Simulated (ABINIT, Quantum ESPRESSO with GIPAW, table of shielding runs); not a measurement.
# CaO (Lime) in space group Fm-3m: GIPAW and the converse approach side by side, part 2 of 2

Aim: the absolute shielding of each site of CaO (Lime) in space group Fm-3m by linear response (GIPAW) and by the converse method, at several levels, with their costs.

ABINIT 10.8.3 and Quantum ESPRESSO with GIPAW.

So far: The structure; GIPAW: ground state; GIPAW: response.

**4. Converse method: dipole on Ca1; PBE, zora 0, 22 Ha, 5×5×5 (4 shifts)**

Level of this step: DFT, PBE, plane-wave PAW (JTH 2.0), scalar-relativistic datasets, non-relativistic dipole terms (zora 0), shielding from the orbital moment that a nuclear dipole induces (ABINIT).

A nuclear dipole of one atomic unit is put on one atom. The ground state with the dipole is followed by the k-derivatives of the wave functions, and the induced orbital moment, with its sign turned, is the shielding tensor applied to the dipole's direction; the site's symmetry gives the rest. The dipole breaks time reversal, so the whole zone is sampled. JTH 2.0 datasets hold the cores' Lamb term.

run.abi reads:

```
ndtset 2
acell 3*1.0 Angstrom
rprim
  0.00000000 2.40650000 2.40650000
  2.40650000 0.00000000 2.40650000
  2.40650000 2.40650000 0.00000000
natom 2
ntypat 2
znucl 20 8
typat 1 2
xred
  0.00000000 0.00000000 0.00000000
  0.50000000 0.50000000 0.50000000
pseudos "Ca_PBE_JTH.xml, O_PBE_JTH.xml"
ecut 22
pawecutdg 44
pawovlp -1
kptopt 3
ngkpt 5 5 5
nshiftk 4
shiftk 0.5 0.5 0.5  0.5 0 0  0 0.5 0  0 0 0.5
nband 8
occopt 1
nsym 1
symmorphi 0
istwfk *1
chkprim 0
chksymbreak 0
chksymtnons 0
optforces 0
optstress 0
pawcpxocc 2
usexcnhat 0
paral_atom 0
paral_kgb 0
prtden 0
prteig 0
prtebands 0
prtgsr 0
natnd 1
iatnd 1
atndlist 1 0 0
tolvrs1 1d-14
nstep1 50
rfddk2 1
rfdir2 1 1 1
iscf2 -3
getwfk2 -1
orbmag2 2
tolwfr2 1d-18
nstep2 30
prtwf2 0
```

Launch:

```sh
> abinit run.abi > log
```

Numbers of over 12 decimals in the logs are rounded to 6 here.

What it wrote:

```text
DATASET    1 : space group P1 (#  1); Bravais aP (primitive triclinic)
[...]
Values of the parameters that define the memory need for DATASET  1.
     intxc =       0    ionmov =       0      iscf =      17    lmnmax =      18
     lnmax =       6     mgfft =      30  mpssoang =       3    mqgrid =    3001
     natom =       2  nloc_mem =       2    nspden =       1   nspinor =       1
    nsppol =       1      nsym =       1    n1xccc =       1    ntypat =       2
    occopt =       1   xclevel =       2
       mpw =         940          nfft =       27000          nkpt =         500
 PAW method is used; the additional fine FFT grid is defined by:
   mgfftf=        40    nfftf =     64000
[...]
DATASET    2 : space group P1 (#  1); Bravais aP (primitive triclinic)
[...]
Values of the parameters that define the memory need for DATASET  2 (RF).
     intxc =       0      iscf =      -3    lmnmax =      18     lnmax =       6
     mgfft =      30  mpssoang =       3    mqgrid =    3001     natom =       2
  nloc_mem =       2    nspden =       1   nspinor =       1    nsppol =       1
      nsym =       1    n1xccc =       1    ntypat =       2    occopt =       1
   xclevel =       2
      nfft =       27000          nkpt =         500
[...]
acell      1.8897261259E+00  1.8897261259E+00  1.8897261259E+00 Bohr
              amu      4.00780000E+01  1.59994000E+01
         atndlist      1.0000000000E+00  0.0000000000E+00  0.0000000000E+00
[...]
ecut      2.20000000E+01 Hartree
           getwfk1          0
           getwfk2         -1
            iatnd        1    0
             iscf1         17
             iscf2         -3
              ixc     -101130
           jdtset        1    2
     [kpt list left out]
           kptopt           3
         kptrlatt        5   -5    5     -5    5    5     -5   -5    5
[...]
natnd           1
            natom           2
            nband           8
           ndtset           2
            ngfft          30      30      30
          ngfftdg          40      40      40
             nkpt         500
            nstep1         50
            nstep2         30
             nsym           1
           ntypat           2
        nucdipmom      1.0000000000E+00  0.0000000000E+00  0.0000000000E+00
[...]
occ      2.000000  2.000000  2.000000  2.000000  2.000000  2.000000
[...]
optforces           0
        optstress           0
           orbmag1          0
           orbmag2          2
        pawcpxocc           2
        pawecutdg      4.40000000E+01 Hartree
          pawovlp     -1.0000000000E+00
[...]
rfddk1          0
            rfddk2          1
            rprim      0.0000000000E+00  2.4065000000E+00  2.4065000000E+00
[...]
shiftk      5.00000000E-01  5.00000000E-01  5.00000000E-01
          spgroup           1
        symmorphi           0
           tolvrs1     1.00000000E-14
           tolvrs2     0.00000000E+00
           tolwfr1     0.00000000E+00
           tolwfr2     1.00000000E-18
            typat      1  2
        usexcnhat           0
           useylm           1
     [wtk list left out]
[...]
xred      0.0000000000E+00  0.0000000000E+00  0.0000000000E+00
[...]
znucl       20.00000    8.00000
[...]
dimensions: {natom: 2, nkpt: 500, mband: 8, nsppol: 1, nspinor: 1, nspden: 1, mpw: 940, }
cutoff_energies: {ecut:  22.0, pawecutdg:  44.0, }
electrons: {nelect:   1.60000000E+01, charge:   0.00000000E+00, occopt:   1.00000000E+00, tsmear:   1.00000000E-02, }
[...]
Unit cell volume ucvol=  1.8809801E+02 bohr^3
[...]
Coarse grid specifications (used for wave-functions):
[...]
Fine grid specifications (used for densities):
[...]
3.33066450E+02                                ecore*ucvol(ha*bohr**3)
[...]
solver: {iscf: 17, nstep: 50, nline: 4, wfoptalg: 10, }
tolerances: {tolvrs: 1.00E-14, }
[...]
ETOT  1  -53.348660108699    -5.335E+01 5.853E-01 2.485E+01
 ETOT  2  -53.356584742196    -7.925E-03 5.754E-04 2.346E+01
 ETOT  3  -53.333544706685     2.304E-02 6.224E-04 1.060E+00
 ETOT  4  -53.334213695654    -6.690E-04 3.884E-05 1.612E-01
 ETOT  5  -53.333891777119     3.219E-04 2.148E-05 5.353E-03
 ETOT  6  -53.333910207054    -1.843E-05 3.363E-07 7.602E-05
 ETOT  7  -53.333910441457    -2.344E-07 6.009E-09 2.837E-05
 ETOT  8  -53.333910666972    -2.255E-07 1.348E-09 2.282E-06
 ETOT  9  -53.333910667285    -3.137E-10 5.871E-11 1.940E-07
 ETOT 10  -53.333910667261     2.485E-11 1.377E-11 1.646E-08
 ETOT 11  -53.333910667246     1.481E-11 2.140E-12 2.887E-09
 ETOT 12  -53.333910667246    -1.137E-13 2.050E-13 4.088E-10
 ETOT 13  -53.333910667246    -2.061E-13 5.034E-15 2.132E-11
 ETOT 14  -53.333910667246     6.395E-14 1.766E-15 1.459E-12
 ETOT 15  -53.333910667246    -2.274E-13 1.354E-16 2.482E-13
 ETOT 16  -53.333910667246     8.527E-14 3.098E-17 1.685E-14
 ETOT 17  -53.333910667246    -3.553E-14 1.142E-18 2.704E-15

[...]
f-sum rule ratio=    9.2416541162E-01
 Expectation of eigenvalue derivatives (hartree) for nkpt= 500  k points:
  (in case of degenerate eigenvalues, averaged derivative)
 [levels by k-point left out]

 Nine components of 2nd-order total energy (hartree) are
 1,2,3: 0th-order hamiltonian combined with 1st-order wavefunctions
     kin0=   4.13080622E+01 eigvalue=   1.84110442E+00  local=  -2.37599454E+01  nclr dpl0=  -4.01162990E-08
 4,5,6: 1st-order hamiltonian combined with 1st and 0th-order wfs
     kin1=  -4.23400359E+01  Hartree=   0.00000000E+00     xc=   0.00000000E+00  nclr dpl1=  -4.06228630E-10
 7,8,9: eventually, occupation + non-local contributions
    edocc=   0.00000000E+00     enl0=   1.57595251E+00   enl1=  -1.10023478E+00
 10: eventually, PAW "on-site" Hxc contribution: epaw1=   0.00000000E+00
 1-10 gives the relaxation energy (to be shifted if some occ is /=2.0)
   erelax=  -2.24750969E+01
 11 Contribution from 1st-order change of wavefunctions overlap
 eovl1 =  -7.54961580E-01
  No Ewald or frozen-wf contrib.: the relaxation energy is the total one
 2DEtotal=   -0.2247509693E+02 Ha. Also 2DEtotal=   -0.611578543409E+03 eV
    (  non-var. 2DEtotal :   -2.2475096927E+01 Ha)
[...]
symkpt : not enough symmetry to change the number of k points.

 Initialisation of the first-order wave-functions :
  ireadwf=   0
[...]
solver: {iscf: -3, nstep: 30, nline: 4, wfoptalg: 10, }
tolerances: {tolwfr: 1.00E-18, }
[...]
At SCF step   11   max residual=  1.00E-18 < tolwfr=  1.00E-18 =>converged.
[...]
----iterations are completed or convergence reached----
[...]
f-sum rule ratio=    9.2416541162E-01
 Expectation of eigenvalue derivatives (hartree) for nkpt= 500  k points:
  (in case of degenerate eigenvalues, averaged derivative)
 [levels by k-point left out]

 Nine components of 2nd-order total energy (hartree) are
 1,2,3: 0th-order hamiltonian combined with 1st-order wavefunctions
     kin0=   4.13080622E+01 eigvalue=   1.84110442E+00  local=  -2.37599454E+01  nclr dpl0=  -4.01162989E-08
 4,5,6: 1st-order hamiltonian combined with 1st and 0th-order wfs
     kin1=  -4.23400359E+01  Hartree=   0.00000000E+00     xc=   0.00000000E+00  nclr dpl1=  -4.06228657E-10
 7,8,9: eventually, occupation + non-local contributions
    edocc=   0.00000000E+00     enl0=   1.57595251E+00   enl1=  -1.10023478E+00
 10: eventually, PAW "on-site" Hxc contribution: epaw1=   0.00000000E+00
 1-10 gives the relaxation energy (to be shifted if some occ is /=2.0)
   erelax=  -2.24750969E+01
 11 Contribution from 1st-order change of wavefunctions overlap
 eovl1 =  -7.54961580E-01
  No Ewald or frozen-wf contrib.: the relaxation energy is the total one
 2DEtotal=   -0.2247509693E+02 Ha. Also 2DEtotal=   -0.611578543408E+03 eV
    (  non-var. 2DEtotal :   -2.2475096927E+01 Ha)
[...]
symkpt : not enough symmetry to change the number of k points.

 Initialisation of the first-order wave-functions :
  ireadwf=   0
[...]
solver: {iscf: -3, nstep: 30, nline: 4, wfoptalg: 10, }
tolerances: {tolwfr: 1.00E-18, }
[...]
ETOT  2  -22.474943476001     -2.519E-02 2.066E-03 0.000E+00
 ETOT  3  -22.475095301899     -1.518E-04 3.873E-05 0.000E+00
 ETOT  4  -22.475096904990     -1.603E-06 6.517E-07 0.000E+00
 ETOT  5  -22.475096926834     -2.184E-08 1.267E-08 0.000E+00
 ETOT  6  -22.475096927176     -3.423E-10 2.647E-10 0.000E+00
 ETOT  7  -22.475096927182     -5.755E-12 4.883E-12 0.000E+00
 ETOT  8  -22.475096927182     -3.020E-13 1.074E-13 0.000E+00
 ETOT  9  -22.475096927182      5.684E-14 1.956E-15 0.000E+00
 ETOT 10  -22.475096927182      0.000E+00 4.352E-17 0.000E+00
 ETOT 11  -22.475096927182      7.105E-15 9.999E-19 0.000E+00

 At SCF step   11   max residual=  1.00E-18 < tolwfr=  1.00E-18 =>converged.
[...]
----iterations are completed or convergence reached----
[...]
f-sum rule ratio=    9.2416541161E-01
 Expectation of eigenvalue derivatives (hartree) for nkpt= 500  k points:
  (in case of degenerate eigenvalues, averaged derivative)
 [levels by k-point left out]

 Nine components of 2nd-order total energy (hartree) are
 1,2,3: 0th-order hamiltonian combined with 1st-order wavefunctions
     kin0=   4.13080622E+01 eigvalue=   1.84110442E+00  local=  -2.37599454E+01  nclr dpl0=  -4.01162990E-08
 4,5,6: 1st-order hamiltonian combined with 1st and 0th-order wfs
     kin1=  -4.23400359E+01  Hartree=   0.00000000E+00     xc=   0.00000000E+00  nclr dpl1=  -4.06228639E-10
 7,8,9: eventually, occupation + non-local contributions
    edocc=   0.00000000E+00     enl0=   1.57595251E+00   enl1=  -1.10023478E+00
 10: eventually, PAW "on-site" Hxc contribution: epaw1=   0.00000000E+00
 1-10 gives the relaxation energy (to be shifted if some occ is /=2.0)
   erelax=  -2.24750969E+01
 11 Contribution from 1st-order change of wavefunctions overlap
 eovl1 =  -7.54961580E-01
  No Ewald or frozen-wf contrib.: the relaxation energy is the total one
 2DEtotal=   -0.2247509693E+02 Ha. Also 2DEtotal=   -0.611578543401E+03 eV
    (  non-var. 2DEtotal :   -2.2475096926E+01 Ha)
[...]
Orbital magnetic moment computed with DFPT derivative wavefunctions

 Orbital magnetic moment, Cartesian directions :
 -9.60988053E-04  1.45412339E-10  2.96915710E-10

 Chern vector, Cartesian directions :
  9.45416894E-09  4.56853871E-13 -2.94650096E-12

 Orbital magnetic moment, term-by-term breakdown :
     rho(1) CC :  -9.94697161E-04 -5.36096302E-11  1.82853762E-10
    rho(1) VV1 :   3.06199320E-04 -3.80378402E-11  2.01372383E-12
    rho(1) VV2 :   6.30335219E-06 -6.40943811E-12 -1.10282418E-11
     rho(0) NL :   3.37085346E-04  3.33503479E-10  1.52468688E-10
   <L_R> terms :   6.78980108E-04 -9.00382530E-11 -2.93916660E-11
 <A0.An> terms :  -2.98029260E-05  4.02110919E-15 -5.54850667E-16
    Lamb terms :  -1.26505609E-03  0.00000000E+00  0.00000000E+00
 Chern vector, term-by-term breakdown :
  Ch CC :   1.93374462E-06  2.42501414E-13 -2.68893542E-12
 Ch vv1 :  -1.92429045E-06  2.14352438E-13 -2.57565545E-13
 Ch vv2 :   7.94093388E-21  1.85379665E-20  1.46520469E-21
[...]
---- first-order wavefunction calculations are completed ----

 respfn : d/dk was computed, but no 2DTE, so no DDB output.

== END DATASET(S) ==

[key lines of the parts left out:]
Total energy DC (eV): -2.05662698630631E+04
```

It took 30 min on 1 thread of Arm Neoverse V2, shared host; peak memory 0.73 GiB.

Along the dipole the shielding is 961.0 ppm. The Chern vector, which should vanish, has length 9.5e-09.

**5. Converse method: dipole on Ca1; PBE, zora 0, 22 Ha, 4×4×4 (4 shifts)**

Against the first converse run the mesh is changed, to see how fast the orbital moment converges.

run.abi: that of step 4 with these lines changed.

```diff
@@ -18,3 +18,3 @@
 kptopt 3
-ngkpt 5 5 5
+ngkpt 4 4 4
 nshiftk 4
```

Launch:

```sh
> abinit run.abi > log
```

What it wrote:

```text
[... set-up and SCF cycles left out ...]

 Orbital magnetic moment computed with DFPT derivative wavefunctions

 Orbital magnetic moment, Cartesian directions :
 -9.61950291E-04  1.34695387E-10 -4.43797254E-12

 Chern vector, Cartesian directions :
 -3.69933218E-08 -3.11991328E-12 -1.66757128E-12

 Orbital magnetic moment, term-by-term breakdown :
     rho(1) CC :  -9.94763499E-04  9.03903348E-11  5.08392955E-11
    rho(1) VV1 :   3.05258157E-04  7.91043678E-11  1.88603770E-11
    rho(1) VV2 :   6.30279558E-06 -1.84954395E-12 -9.08460550E-12
     rho(0) NL :   3.37118918E-04  9.27131811E-11 -7.38804163E-11
   <L_R> terms :   6.78991937E-04 -1.25656845E-10  8.83216562E-12
 <A0.An> terms :  -2.98025054E-05 -6.10778700E-15 -4.78878811E-15
    Lamb terms :  -1.26505609E-03  0.00000000E+00  0.00000000E+00
 Chern vector, term-by-term breakdown :
  Ch CC :   1.88604311E-06 -2.51033532E-12 -1.51204573E-12
 Ch vv1 :  -1.92303643E-06 -6.09577774E-13 -1.55525607E-13
 Ch vv2 :   2.90611710E-19 -1.83056893E-19  6.03733695E-20
[...]
---- first-order wavefunction calculations are completed ----

 respfn : d/dk was computed, but no 2DTE, so no DDB output.

== END DATASET(S) ==
```

Elapsed: 16 min, on 1 thread; peak memory 0.42 GiB.

Along the dipole the shielding is 962.0 ppm. The Chern vector, which should vanish, has length 3.7e-08.

**6. Converse method: dipole on Ca1; PBE, zora 0, 22 Ha, 3×3×3 (4 shifts)**

Against the first converse run the mesh is changed, to see how fast the orbital moment converges.

run.abi: that of step 5 with these lines changed.

```diff
@@ -18,3 +18,3 @@
 kptopt 3
-ngkpt 4 4 4
+ngkpt 3 3 3
 nshiftk 4
```

Launch:

```sh
> abinit run.abi > log
```

What it wrote:

```text
[... set-up and SCF cycles left out ...]

 Orbital magnetic moment computed with DFPT derivative wavefunctions

 Orbital magnetic moment, Cartesian directions :
 -9.68578948E-04  3.62414458E-10  1.03816803E-09

 Chern vector, Cartesian directions :
 -3.34660206E-07 -1.27163256E-11 -1.76658823E-13

 Orbital magnetic moment, term-by-term breakdown :
     rho(1) CC :  -9.99757474E-04  1.06379878E-09  2.36502960E-10
    rho(1) VV1 :   3.03288454E-04  1.36675096E-12 -1.34017299E-12
    rho(1) VV2 :   6.30159904E-06  1.21273610E-11 -4.13118231E-11
     rho(0) NL :   3.37403284E-04 -9.23090423E-10  4.72307301E-10
   <L_R> terms :   6.79040005E-04  2.08197827E-10  3.71998215E-10
 <A0.An> terms :  -2.97987217E-05  1.41574540E-14  1.15543417E-14
    Lamb terms :  -1.26505609E-03  0.00000000E+00  0.00000000E+00
 Chern vector, term-by-term breakdown :
  Ch CC :   1.58089538E-06 -1.27204091E-11 -1.92769386E-13
 Ch vv1 :  -1.91555559E-06  4.08353966E-15  1.61105458E-14
 Ch vv2 :  -2.64697796E-21 -3.34532174E-20  1.68997909E-20
[...]
---- first-order wavefunction calculations are completed ----

 respfn : d/dk was computed, but no 2DTE, so no DDB output.

== END DATASET(S) ==
```

Run time: 6.5 min. Hardware: 1 thread; peak memory 0.22 GiB.

Along the dipole the shielding is 968.6 ppm. The Chern vector, which should vanish, has length 3.3e-07. In mesh series on salts like this, lengths over 2.5e-7 went with errors from several ppm on light ions to many hundreds on heavy ones, so the run counts as not converged.

**7. All levels side by side**

The runs with the dipole on the other atom differ from those above in iatnd alone.

```csv
level,dipole on,shielding along it (ppm),Chern vector
"PBE, zora 0, 22 Ha, 5×5×5 (4 shifts)",Ca1,961.0,9.5e-09
"PBE, zora 0, 22 Ha, 5×5×5 (4 shifts)",O2,-152.8,1.0e-08
"PBE, zora 0, 22 Ha, 4×4×4 (4 shifts)",Ca1,962.0,3.7e-08
"PBE, zora 0, 22 Ha, 4×4×4 (4 shifts)",O2,-153.7,4.8e-08
"PBE, zora 0, 22 Ha, 3×3×3 (4 shifts)",Ca1,968.6,3.3e-07
"PBE, zora 0, 22 Ha, 3×3×3 (4 shifts)",O2,-163.8,5.1e-07
```

Isotropic shieldings in ppm, all without the macroscopic shape term. Core time is summed over the runs of a row, on shared hosts.

```csv
method,functional,relativity,cutoff,mesh,core time,σ Ca1,σ O2
GIPAW,PBE,scalar,55 Ry,10×10×10,5.7 min,967.1,-150.8
converse,PBE,zora 0,22 Ha,"5×5×5, 4 shifts",60 min,961.0,-152.8
converse,PBE,zora 0,22 Ha,"4×4×4, 4 shifts",31 min,962.0,-153.7
converse (too coarse for a site),PBE,zora 0,22 Ha,"3×3×3, 4 shifts",13 min,968.6,-163.8
```

**8. Results**

```yaml
sigma_iso_of_43ca_ca1_gipaw: 967.1 ppm
sigma_iso_of_43ca_ca1_converse_zora_0: 961.0 ppm
sigma_iso_of_17o_o2_gipaw: -150.8 ppm
sigma_iso_of_17o_o2_converse_zora_0: -152.8 ppm
```

**Reading.** Without spin-orbit coupling the converse values lie -6.1 ppm (Ca1) and -2.0 ppm (O2) from GIPAW's, at 11 times the core time. From mesh 4×4×4, 4 shifts to 5×5×5, 4 shifts the converse values move by -1.0 ppm (Ca1) and +0.8 ppm (O2). GIPAW's log warns of levels that differ between two diagonalisations, on empty bands alone, which the response doesn't use. GIPAW's log counts at most 2 levels as not converged, no more than its empty bands; which ones isn't printed. This build of gipaw.x prints that it isn't audited and that its numbers are no references by themselves. GIPAW's mesh and the cutoffs were not varied. Atoms are fixed at the given structure, with no thermal motion. The shape term of a sphere, left out, would add about 6 ppm to every shielding, by GIPAW's valence susceptibility.

[Banner, clock, file and dataset-listing lines were taken out of the logs.]

[Logs are printed without paths, hosts, clocks, repeated set-up lines and the standing remarks that a program may print on its own settings, such as how far it seeks lower states.]

[Hosts, paths, dates, database ids (printed as entryN), source tags and the programs' standing remarks are cut or masked in the printed files.]
